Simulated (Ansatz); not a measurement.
# Dielectric function and optical constants of SrO

Aim: the dielectric function of SrO, and the optical constants that follow from it. The cell comes from an older database entry, whose edges can differ from later determinations, mostly by under a per cent.

Calculated with Ansatz 0.2.0; DFT, PBE, plane-wave PAW, default files, scalar-relativistic, independent-particle optical response without local fields.

The database entry behind the starting cell differs from later determinations by our own check (about 0.5 % short), so it need not match the best structure at ambient conditions.

## Step 1: The starting structure

It takes space group Fm-3m (No. 225, cubic). The conventional cell has a = 5.133 Å, b = 5.133 Å, c = 5.133 Å, α = 90.00°, β = 90.00°, γ = 90.00°. Sr has 6 O at 2.57 Å nearest. Nearest to O lie 6 Sr at 2.57 Å. Farther neighbours and most contacts between anions are not listed.

## Step 2: Ground state and bands

The self-consistent density comes first; it also tells whether there is a gap, which decides the occupations and the need for a Drude term.

This step: DFT, PBE, plane-wave PAW, default files, scalar-relativistic, ground state (Ansatz 0.2.0).

Contents of input.yaml:

```yaml
crystal:
  lattice:
    - [0.0, 2.5663, 2.5663]
    - [2.5663, 0.0, 2.5663]
    - [2.5663, 2.5663, 0.0]
  atoms:
    - { symbol: Sr, position: [0.5, 0.5, 0.5] }
    - { symbol: O, position: [0.0, 0.0, 0.0] }
kpoints:
  mp_grid: { grid: [8, 8, 8] }
  band_path:
    path:
      - [[0.0, 0.0, 0.0], [0.5, 0.0, 0.5], [0.5, 0.25, 0.75], [0.375, 0.375, 0.75], [0.0, 0.0, 0.0], [0.5, 0.5, 0.5], [0.625, 0.25, 0.625], [0.5, 0.25, 0.75], [0.5, 0.5, 0.5], [0.375, 0.375, 0.75]]
      - [[0.625, 0.25, 0.625], [0.5, 0.0, 0.5]]
    npoints: 6
scf:
  occupations: { method: fermi_dirac, width: 0.05 }
  n_extra_bands: 6
hamiltonian:
  xc: pbe
  pseudopotentials: { kind: paw }
output:
  forces: true
  stress: true
  populations: true
  write_bands: true
  write_density: true
  write_potential: true
  elf: true
  volumetric_format: npy
```

Command:

```
$ ansatz run input.yaml --threads 4 --pin off --max-ram 8192MiB --backend cpu --events-out ev --progress --plain --runs-dir out
```

Numbers of over 12 decimals in the logs are rounded to 6 here.

The log of the run:

```text
scf.n_extra_bands = 6 over 8 filled bands (N_el = 16.0): the run solves 14 bands
Engine: ansatz 0.2.0, aarch64-unknown-linux-gnu
Pseudopotentials: kind: paw
Pseudopotential: Sr, paw, valence charge 10, recommended cutoff 420 eV (normal), Sr.paw.azcp
Pseudopotential: O, paw, valence charge 6, recommended cutoff 420 eV (normal), O.paw.azcp
Functional definition: PBE
  parameter kappa = 0.804
  parameter beta = 0.066725
  exchange = pbe_x(kappa = kappa, mu = beta*pi^2/3)
  correlation = pbe_c(beta = beta)
Crystal: 2 atoms, lattice volume = 33.803 Å³
Basis set: ecut = 420 eV, 645 PW (Γ), exchange–correlation on 50×50×50 points (8 copies of the dense FFT grid, shifted against one another)
Bands: 14, of which v1, the nominal top of the filled ones, is band 8 counted from 1 (7 counted from 0)
Symmetry: 48 space group operations
Space group: Fm-3m (ITA 225), of the structure as read, at distance tolerance 3.2e-5 Å
k-points: 29 of 512
Non-local potential: Sr, projectors of the file, l = 0: 3, l = 1: 2, l = 2: 2
Non-local potential: O, projectors of the file, l = 0: 2, l = 1: 2, l = 2: 1
PAW form: soft (Blöchl's): semilocal exchange-correlation on the pseudo side does not see the compensation charge
PAW one-centre angular grid: Sr, 110 points (default); XC on 64 Gauss nodes
PAW one-centre angular grid: O, 110 points (default); XC on 64 Gauss nodes
Initial density: superposition of atomic densities (neutral atoms: chi_scale 0, normalization atom), corrected by the library's trained network
Initial wavefunctions: pseudopotential atomic-orbital guess
Functional: x = pbe(κ = 0.804, μ = 0.219515), c = pbe(β = 0.066725)
SCF iter   1: F=—  HF=-4114.615485 eV  |F-HF|=—  |Δ(HF+E_count)|=         —  Δρ=3.86e-4  dr2=1.53e-5  ethr=1.77e-3  ⟨swp⟩=8.9  Hψ=3110  notcnv=0  defer=5
preconditioner: auto → none  [insulator: Δε(μ)=3.301 eV  Ē_g=17.448 eV  σ=0.050 eV  W_gap=1.00  n_scr=8 (ndim 8)  ℏωp=23.9 eV  f_vac=0.000  D(μ)=0.00/eV (n_scr^D=0)  ε∞_Penn≈2.9]
SCF iter   2: F=—  HF=-4114.616191 eV  |F-HF|=—  |Δ(HF+E_count)|=   7.06e-4  Δρ=3.52e-4  dr2=4.09e-5  ethr=9.55e-8  ⟨swp⟩=4.1  Hψ=1179  notcnv=0  defer=10
SCF iter   3: F=—  HF=-4114.616225 eV  |F-HF|=—  |Δ(HF+E_count)|=   3.39e-5  Δρ=1.56e-4  dr2=6.35e-6  ethr=9.55e-8  ⟨swp⟩=2.0  Hψ=444  notcnv=0  defer=10
SCF iter   4: F=—  HF=-4114.616244 eV  |F-HF|=—  |Δ(HF+E_count)|=   1.93e-5  Δρ=3.25e-5  dr2=2.68e-7  ethr=3.97e-8  ⟨swp⟩=2.0  Hψ=444  notcnv=0  defer=10
iter 5 did not close the SCF: its close was put off for the readings that it lacked (scf_convergence_deferred on its scf_iter line)
SCF iter   5: F=-4114.616244 eV  HF=-4114.616245 eV  |F-HF|=8.08e-8  |Δ(HF+E_count)|=   1.36e-7  Δρ=1.56e-5  dr2=9.35e-8  ethr=1.68e-9  ⟨swp⟩=2.1  Hψ=451  notcnv=0  defer=10
SCF iter   6: F=-4114.616245 eV  HF=-4114.616245 eV  |F-HF|=1.05e-8  |Δ(HF+E_count)|=   1.81e-8  Δρ=5.73e-6  dr2=1.19e-8  ethr=5.84e-10  ⟨swp⟩=11.3  Hψ=2713  notcnv=0
SCF 1 converged in 6 iterations: F = -4114.616245 eV  dr2 = 1.19e-8
  greatest PAW one-centre occupation: 0.987 electrons in one spin orbital (limit 2), on the Sr atom at site 0 (counted from 0), in its partial waves of l = 0
NSCF: frozen V_eff on 62 k-points
SCF converged after 6 iterations
Free energy (F): -4114.616245 eV
Harris-Foulkes:  -4114.616245 eV  (|F-HF|=1.05e-8)
Internal energy: -4114.616245 eV  (E = F + TS)
E sigma→0 (E₀):  -4114.616245 eV
Fermi energy:    9.686131 eV
--- Per-component energies (eV) ---
  E_band       = -56.765781
  E_kinetic    = 423.487391
  E_local      = -861.438141  (includes V_loc(G=0)·N_el)
  E_nonlocal   = 250.221353
  E_hartree    = 233.145401
  E_xc         = -249.540607
  E_vxc        = -259.392020  (∫ρ·V_xc dr)
  E_paw        = -2852.376837  (= ΣΔE_a)
  E_vpaw       = -75.935884  (= ΣTr[D̂ρ^β])
  E_aug_tail   = 0.002416  (compensation charges beyond the density's cutoff)
  E_ewald      = -1058.117221
  E_smearing   = -0.000000  (= −TS)
  E_closure    = 0.000000  (closes the sum)
  Σ components = -4114.616245   (vs F -4114.616245, Δ=0.00e0)
--- Forces (eV/Å), atoms counted from 1 ---
  atom   1  Sr     0.00000000    -0.00000000    -0.00000000
  atom   2  O     -0.00000000     0.00000000     0.00000000
  max |Σ_I F_I| component: 1.15e-29 eV/Å
--- Stress (GPa, compression-positive) ---
        3.324748      -0.000000       0.000000
       -0.000000       3.324748      -0.000000
       -0.000000      -0.000000       3.324748
  P = ⅓ Tr σ = 3.3247 GPa (33.247 kbar)
--- Band table (eV; the first three rows and the last of 29) ---
  k-point 0: bands = [... 4 lower, -5.9221, 7.9974, 7.9974, 7.9974, 12.0453, 14.2710, 14.2710, 14.2710, ... 2 higher]
  k-point 1: bands = [... 4 lower, -5.6161, 7.5495, 7.8038, 7.8038, 12.7430, 14.1099, 14.5749, 14.5749, ... 2 higher]
  k-point 2: bands = [... 4 lower, -5.1696, 6.7317, 7.3849, 7.3849, 14.0302, 14.2868, 15.4028, 15.4028, ... 2 higher]
  k-point 28: bands = [... 4 lower, -5.3597, 6.8828, 7.5888, 7.5888, 14.0586, 14.0586, 16.7053, 19.2097, ... 2 higher]
--- Löwdin populations: 2 sites ---
  site symbol       q [e]
     0     Sr      8.3497
     1      O      7.3453
  spilling = 0.019062 (of n_electrons = 16.000000)
```

The job ended after 0.51 s (4 threads of Arm Neoverse V2, shared host; peak memory 0.28 GiB; 1.5 s of CPU time).

In the SCF lines HF is the Harris–Foulkes energy and dr2 the Hartree energy of the density residual, in eV; the loop may stop once dr2 is under the threshold and the program's other checks hold. Hψ counts applications of the Hamiltonian.

This step gave:

- free energy: -4114.6162 eV
- Fermi energy: 9.686 eV
- gap by band count: 3.311 eV
- electrons: 16
- symmetry operations: 48
- pressure: 3.325 GPa
- gap on the k-mesh: 3.311 eV
- volume: 33.80 Å³
- gap on the path: 3.311 eV
- least direct gap on the path: 3.384 eV

There is a gap, 3.31 eV on the path, so no carriers' term is needed. The cell is left with a pressure of 3.3 GPa, as it stands unrelaxed at this level.

Electronic bands along the path, in eV, zero at the Fermi level; v1 is the highest filled band, c1 the lowest empty one:

```csv
point,v3,v2,v1,c1,c2,c3,c4
Γ,-1.69,-1.69,-1.69,2.36,4.58,4.58,4.58
halfway,-3.01,-1.82,-1.82,2.74,4.36,6.86,6.86
X,-2.08,-1.76,-1.76,1.62,6.20,8.58,8.69
halfway,-2.31,-2.11,-1.93,2.44,6.67,6.74,9.10
W,-2.80,-2.10,-2.10,4.37,4.37,7.02,9.52
halfway,-2.73,-2.15,-2.12,3.47,5.54,7.07,9.11
K,-2.62,-2.25,-2.13,3.13,6.26,7.14,8.54
halfway,-3.20,-2.58,-1.99,4.15,4.86,5.78,6.75
Γ,-1.69,-1.69,-1.69,2.36,4.58,4.58,4.58
halfway,-2.95,-2.30,-2.30,4.34,4.60,5.72,5.72
L,-3.84,-2.81,-2.81,4.92,6.78,7.24,7.24
halfway,-3.35,-2.62,-2.51,4.60,5.55,7.58,7.82
U,-2.62,-2.25,-2.13,3.13,6.26,7.14,8.54
halfway,-2.73,-2.15,-2.12,3.47,5.54,7.07,9.11
W,-2.80,-2.10,-2.10,4.37,4.37,7.02,9.52
halfway,-3.24,-2.53,-2.45,4.73,5.08,7.70,7.88
L,-3.84,-2.81,-2.81,4.92,6.78,7.24,7.24
halfway,-3.35,-2.62,-2.51,4.60,5.55,7.58,7.82
K,-2.62,-2.25,-2.13,3.13,6.26,7.14,8.54
jump to U,-2.62,-2.25,-2.13,3.13,6.26,7.14,8.54
halfway,-2.10,-2.04,-1.91,2.05,6.51,7.54,8.84
X,-2.08,-1.76,-1.76,1.62,6.20,8.58,8.69
```

The electronic bands as a text plot (rows in eV, shown from -3.8 to 6.8 only):

```
    6.5 |+         +       ++++   +    ++ +              +    ++
    6.1 |       +++ +   ++                    +++      +     +  +
    5.7 |  ++          +     +++      ++   +++        +   +++
    5.2 |     ++     +    +++  +    ++           +   +
    4.8 |++           +      ++ ++++  + +++++       ++++++++
    4.3 | +  +            ++++++++ +++++     +    ++        +
    3.9 |             +        +                 +
    3.5 |  ++        + +            ++        + +
    3.0 |           +   ++      ++             +             +
    2.6 |++  +                    ++                          +
    2.1 |     ++   +                                           +
    1.7 |       +++                                             +
    1.2 |
    0.8 |
    0.4 |
   -0.1 |
   -0.5 |
   -1.0 |
   -1.4 |
   -1.9 |*************       *********                         **
   -2.3 | *     *************  *    ***     **********     ******
   -2.7 |  ** **    ************      ******* ****** ******* *
   -3.2 |    *            *****             **      **     **
   -3.6 |                              *****          *****
         Γ       X    W  K        Γ      L     U  W     L   K|U X
```

ELF in the ac plane of the conventional cell at fractional y = 0.000, with atoms of Sr and O within 0.2 Å of it. It is the smooth field of the valence electrons, not physical close to the nuclei.

Ten even steps from '0' (0.04) to '9' (0.81), each cell a mean:
```
79715964982498
99613899961389
54200356410134
21000112100012
97302678740168
89714999971499
28925975982694
49824987971596
99613899961389
64101345420035
21000122100011
87401689730267
99714998971499
59826942892597
```

Electrostatic potential energy in the ac plane of the conventional cell at fractional y = 0.000, with atoms of Sr and O within 0.2 Å of it. With pseudopotentials it is smooth inside the atoms' cores, unlike the true potential.

Ten even steps from '_' (-127 eV) to '@' (12 eV), each cell a mean:
```
**%%@@@@@@++..__--%%@@@@@@##
%%@@@@@@@@%%++++##@@@@@@@@@@
@@@@@@@@@@@@@@%%@@@@@@@@@@@@
@@@@@@@@@@@@@@@@@@@@@@@@@@@@
##%%@@@@@@@@@@@@@@@@@@@@@@%%
::++%%@@@@@@%%##%%@@@@@@##--
__::##@@@@%%****##@@@@%%++__
__--%%@@@@@@##**%%@@@@@@++..
++##@@@@@@@@@@%%@@@@@@@@%%++
%%@@@@@@@@@@@@@@@@@@@@@@@@@@
@@@@@@@@@@@@@@@@@@@@@@@@@@@@
@@@@@@@@@@@@%%##%%@@@@@@@@@@
##%%@@@@@@##--::++%%@@@@@@%%
**##@@@@%%++____::##@@@@%%**
```

## Step 3: Spectrum

The spectrum is a sum over vertical transitions between filled and empty bands at the fixed density, so many empty bands are needed.

This step: DFT, PBE, plane-wave PAW, default files, scalar-relativistic, independent-particle optical response without local fields (Ansatz 0.2.0).

input.yaml, the sections that differ from step 2:

```yaml
kpoints:
  mp_grid: { grid: [8, 8, 8] }
scf:
  occupations: { method: fixed }
output:
  optics:
    e_range: [0, 22]
    de: 0.05
    sigma: 0.15
    nscf_kmesh: { grid: [12, 12, 12] }
    bands: { spectra_wanted_up_to: 22 }
# crystal, hamiltonian: as in step 2
```

The log of the run:

```text
[...]
Crystal: 2 atoms, lattice volume = 33.803 Å³
Basis set: ecut = 420 eV, 645 PW (Γ)
Bands: 12, of which v1, the nominal top of the filled ones, is band 8 counted from 1 (7 counted from 0)
Symmetry: 48 space group operations
[...]
k-points: 29 of 512
[...]
SCF iter   1: F=—  HF=-4114.615871 eV  |F-HF|=—  |Δ(HF+E_count)|=         —  Δρ=3.72e-4  dr2=1.14e-5  ethr=1.77e-3  ⟨swp⟩=6.0  Hψ=2235  notcnv=0  defer=49
[...]
SCF iter   9: F=-4114.616259 eV  HF=-4114.616259 eV  |F-HF|=2.73e-12  |Δ(HF+E_count)|=  9.37e-11  Δρ=1.43e-7  dr2=5.97e-12  ethr=1.00e-12  ⟨swp⟩=4.7  Hψ=1810  notcnv=0
SCF 1 converged in 9 iterations: F = -4114.616259 eV  dr2 = 5.97e-12
[...]
NSCF: frozen V_eff on 72 k-points
[...]
output.optics: what the bands over the 29 summed would add to eps1, eps2 and the energy-loss function is held between a lower and an upper bound (5 Lanczos steps). eps1, eps2 and their loss function (loss_summed_bands) are given on every row as the summed bands alone make them. Along an axis, on a row where the two bounds hold the loss function to about 1 % of the greater of itself and 0.5 % of |1/eps|, its cell (loss_completed) is given, with the completed eps1 and eps2 that it is formed of (a cell that is left empty reads nan in the table and null in the record). The two bounds hold it so along every axis on all 441 rows up to 22.000 eV. [rest of the remark cut]
SCF converged after 9 iterations
Free energy (F): -4114.616259 eV
[...]
Internal energy: -4114.616259 eV  (E = F + TS)
E sigma→0 (E₀):  -4114.616259 eV
Fermi energy:    7.997521 eV
[...]
--- Band table (eV; the first three rows and the last of 29) ---
  k-point 0: bands = [... 4 lower, -5.9222, 7.9975, 7.9975, 7.9975, 12.0453, 14.2710, 14.2710, 14.2710]
  k-point 1: bands = [... 4 lower, -5.6161, 7.5496, 7.8039, 7.8039, 12.7430, 14.1099, 14.5749, 14.5749]
  k-point 2: bands = [... 4 lower, -5.1696, 6.7318, 7.3850, 7.3850, 14.0303, 14.2868, 15.4028, 15.4028]
  k-point 28: bands = [... 4 lower, -5.3597, 6.8829, 7.5890, 7.5890, 14.0586, 14.0586, 16.7053, 19.2097]
```

Run time: 3.2 s. Hardware: 4 threads; peak memory 0.55 GiB; 11 s of CPU time.

Numbers from this step:

* electronic dielectric constant ε∞, mean over x, y and z (by symmetry where fewer were run): 3.946
* absorption onset, first axis (α over 10⁴ cm⁻¹, or the direct gap if that lies higher): 3.384 eV
* main peak of Im epsilon, first axis: 9.360 eV
* centre of weight of the strongest loss peak in the window: 12.25 eV
* photocurrent from vertical transitions in a film 500 nm thick on a perfect mirror (two passes), AM1.5G, no front reflection, all carriers collected: 0.6220 mA/cm²
* least direct gap on the mesh: 3.384 eV
* bands summed: 29
* spectra valid up to: 31.53 eV
* program's estimate of the k-sum error in Im epsilon: 0.16 %
* electrons in the f-sum: 12.41

Im ε, any direction against photon energy; read off at these points:

```csv
photon energy (eV),"Im ε, any direction"
3.00,3.9e-5
3.50,0.579
4.00,1.25
4.50,1.87
5.00,2.17
5.50,2.45
6.00,2.82
6.50,2.89
7.00,3.20
7.50,3.93
8.00,3.90
8.50,2.86
9.00,3.37
9.35,6.15
9.50,5.68
10.00,3.59
10.50,3.43
11.00,2.49
11.50,1.80
12.00,1.20
12.50,0.668
13.00,0.436
13.50,2.07
14.00,1.30
14.50,1.24
15.00,0.737
15.50,0.445
16.00,0.361
16.50,0.455
17.00,1.17
17.50,0.846
18.00,1.36
18.50,1.63
19.00,1.88
19.50,1.73
20.00,1.60
20.50,1.78
21.00,1.83
21.50,2.34
22.00,2.08
```

Table of Re ε, any direction by photon energy:

| photon energy (eV) | Re ε, any direction |
| --- | --- |
| 0 | 3.95 |
| 1 | 4.00 |
| 2 | 4.20 |
| 3 | 4.73 |
| 4 | 5.36 |
| 5 | 4.81 |
| 6 | 4.33 |
| 7 | 3.98 |
| 8 | 2.68 |
| 9 | 4.01 |
| 10 | 0.328 |
| 11 | -0.267 |
| 12 | -0.0547 |
| 13 | 1.38 |
| 14 | 0.958 |
| 15 | 0.635 |
| 16 | 1.42 |
| 17 | 1.82 |
| 18 | 2.07 |
| 19 | 1.74 |
| 20 | 1.49 |
| 21 | 1.92 |
| 22 | 1.25 |

Table of refractive index n and extinction k by photon energy:

| photon energy (eV) | n | k |
| --- | --- | --- |
| 0 | 1.99 | 0 |
| 1 | 2.00 | 0 |
| 2 | 2.05 | 0 |
| 3 | 2.17 | 9.1e-6 |
| 4 | 2.33 | 0.267 |
| 5 | 2.24 | 0.484 |
| 6 | 2.18 | 0.646 |
| 7 | 2.13 | 0.750 |
| 8 | 1.92 | 1.01 |
| 9 | 2.15 | 0.784 |
| 10 | 1.40 | 1.28 |
| 11 | 1.06 | 1.18 |
| 12 | 0.758 | 0.794 |
| 13 | 1.19 | 0.183 |
| 14 | 1.13 | 0.573 |
| 15 | 0.897 | 0.411 |
| 16 | 1.20 | 0.151 |
| 17 | 1.41 | 0.413 |
| 18 | 1.51 | 0.452 |
| 19 | 1.47 | 0.642 |
| 20 | 1.36 | 0.591 |
| 21 | 1.51 | 0.605 |
| 22 | 1.36 | 0.766 |

The reflectivity at normal incidence, any direction has structure finer than the step of the table below, so its rows give means over 0.5 eV, whole bins alone (the curve runs from 0 to 22 eV). Peaks (eV: height): 7.45: 19.8, 9.50: 30.2, 10.55: 27.9, 13.50: 12.4, 21.50: 12.9.

Reflectivity at normal incidence, any direction against photon energy; means over each step:

```csv
photon energy (eV),"reflectivity at normal incidence, any direction (%)"
0.5,11.0
1.0,11.1
1.5,11.4
2.0,11.8
2.5,12.5
3.0,13.8
3.5,16.0
4.0,16.5
4.5,16.7
5.0,16.6
5.5,16.7
6.0,17.0
6.5,17.0
7.0,17.9
7.5,19.5
8.0,19.3
8.5,15.6
9.0,19.2
9.5,29.0
10.0,24.8
10.5,26.5
11.0,24.6
11.5,23.3
12.0,17.5
12.5,6.80
13.0,2.62
13.5,10.8
14.0,7.95
14.5,8.76
15.0,4.93
15.5,1.31
16.0,1.35
16.5,3.49
17.0,5.36
17.5,5.27
18.0,7.16
18.5,8.39
19.0,9.60
19.5,8.90
20.0,8.01
20.5,8.58
21.0,9.41
21.5,12.5
```

The loss function −Im 1/ε at q → 0, any direction has structure finer than the step of the table below, so its rows give means over 1 eV, whole bins alone (the curve runs from 0 to 22 eV). Peaks (eV: height): 12.3: 1.12, 14.9: 0.811, 19.6: 0.359.

Loss function −Im 1/ε at q → 0, any direction against energy loss; means over each step:

energy loss (eV), loss function −Im 1/ε at q → 0, any direction and a bar:
```
        2       0.00 
        3       0.00 
        4       0.04 #
        5       0.08 ###
        6       0.10 ####
        7       0.12 ####
        8       0.18 ######
        9       0.15 #####
       10       0.25 #########
       11       0.41 ##############
       12       0.86 ##############################
       13       0.40 ##############
       14       0.53 ##################
       15       0.66 #######################
       16       0.19 #######
       17       0.20 #######
       18       0.21 #######
       19       0.29 ##########
       20       0.33 ###########
       21       0.29 ##########
```

At chosen wavelengths:

```
wavelength (nm)     n      k  R (%)        1/α
           1550  2.00  0.000   11.0  over 1 mm
           1064  2.01  0.000   11.2  over 1 mm
            405  2.19  0.000   13.9     318 µm
            365  2.33  0.063   16.0     463 nm
            308  2.33  0.275   16.5      89 nm
            248  2.24  0.484   16.6      41 nm
            193  2.13  0.667   16.9      23 nm
```

Rows near the edge hang on the gap, which this functional as a rule makes too small, and phonon-assisted absorption is left out.

Through 1 µm of it, D65 light comes out colourless (x = 0.315, y = 0.331; 78 % transmitted).

The f-sum over the summed bands holds 12.4 of the cell's 16 electrons outside the frozen cores, 10 of which lie in bands more than 12 eV below the Fermi level, whose transitions come at higher energies. Up to 22 eV the strength has a mean oscillator energy of 10.3 eV, and these transitions give 87 % of ε∞ − 1 along x; the rest comes from higher ones.

[end of part 1 of 2]

[Logs are printed without paths, hosts, clocks, repeated set-up lines and the standing remarks that a program may print on its own settings, such as how far it seeks lower states.]

[Hosts, paths, dates, database ids (printed as entryN), source tags and the programs' standing remarks are cut or masked in the printed files.]
